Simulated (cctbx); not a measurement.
**Interatomic vectors of YbPrP3Au**

Space group Pnma (no. 62), a = 7.7860 Å, b = 4.1520 Å, c = 15.9580 Å, α = 90.00°, β = 90.00°, γ = 90.00°, content Au4 Yb4 Pr4 P12.

Simulated single-crystal data (cctbx): Mo Kα, λ = 0.71073 Å, to d = 0.75 Å, 95 % of the full sphere, strongest reflection 5000 counts, noise from counting, a 6 % proportional error and a noise floor of 4 counts (s.d.); no absorption.

Patterson synthesis, origin scaled to 1000:

```text
Patterson group P m m m
      u       v       w   height  length (A)
  0.000   0.000   0.000   1000.0     0.00
  0.500   0.500   0.500    268.7     9.12
  0.500   0.000   0.195    206.4     4.98
  0.269   0.500   0.325    202.9     5.96
  0.000   0.500   0.500    191.3     8.24
  0.216   0.000   0.176    185.4     3.27
  0.246   0.500   0.130    184.0     3.51
  0.285   0.000   0.370    182.9     6.30
  0.500   0.000   0.456    163.9     8.25
  0.364   0.000   0.178    143.3     4.01
  0.112   0.500   0.147    143.0     3.26
  0.420   0.000   0.353    141.0     6.52
  0.401   0.500   0.045    140.4     3.81
  0.000   0.500   0.308    134.8     5.34
```

**Question.** Which atom pairs make the peaks, and where is the heaviest atom?

A peak at u stands for all pairs with xi − xj = u, with weight Σ ZiZj against Σ Z² = 61188 at the origin. Peak heights follow these weights only roughly, since form factors, motion and series ripples differ, all vectors within 0.55 Å of a peak are counted as merged into it though the farther ones add only part of their weight, and F(000) is left out, which lowers the whole map:

| u | v | w | shortest length (Å) | height | 1000 ΣZiZj/ΣZ² | pairs in the cell |
| --- | --- | --- | --- | --- | --- | --- |
| 0.500 | 0.500 | 0.500 | 9.12 | 269 | 408 | 4 × Au–Au |
| 0.500 | 0.000 | 0.195 | 4.98 | 206 | 273 | 2 × Au–Au, 4 × Yb–P |
| 0.269 | 0.500 | 0.325 | 5.97 | 203 | 362 | 2 × Au–Yb, 2 × Yb–Pr, 2 × Au–P, 2 × P–P |
| 0.000 | 0.500 | 0.500 | 8.24 | 191 | 320 | 4 × Yb–Yb |
| 0.216 | 0.000 | 0.176 | 3.27 | 185 | 219 | 2 × Au–Yb, 2 × Au–P |
| 0.246 | 0.500 | 0.130 | 3.50 | 184 | 181 | 2 × Au–Yb |
| 0.285 | 0.000 | 0.370 | 6.31 | 183 | 188 | 2 × Au–Yb, 2 × P–P |
| 0.500 | 0.000 | 0.456 | 8.25 | 164 | 160 | 2 × Yb–Yb |
| 0.364 | 0.000 | 0.178 | 4.01 | 143 | 150 | 2 × Yb–Pr, 4 × P–P |
| 0.112 | 0.500 | 0.147 | 3.25 | 143 | 152 | 2 × Au–Pr |

The table stops at ten peaks or at a height of 45, below which ripples compete. In the model behind the data Au, the heaviest element, has 1 independent site: (0.9840, 3/4, 0.6537), up to an allowed shift of origin; the Au–Au vectors are differences of these positions and their symmetry mates. Elements of similar Z can't be told apart from the map alone. The whole model:

```
atom  mult.       x    y       z  Ueq (Å²)
 Au1      4  0.9840  3/4  0.6537    0.0058
 Yb1      4  0.7687  3/4  0.4770    0.0026
 Pr1      4  0.9026  3/4  0.2001    0.0043
  P1      4  0.9646  3/4  0.9036    0.0042
  P2      4  0.6170  3/4  0.0838    0.0063
  P3      4  0.7932  3/4  0.7985    0.0056
```

This is a model crystal, built by substitution and not relaxed, with assumed displacement parameters.

[Logs are printed without paths, hosts, clocks, repeated set-up lines and the standing remarks that a program may print on its own settings, such as how far it seeks lower states.]
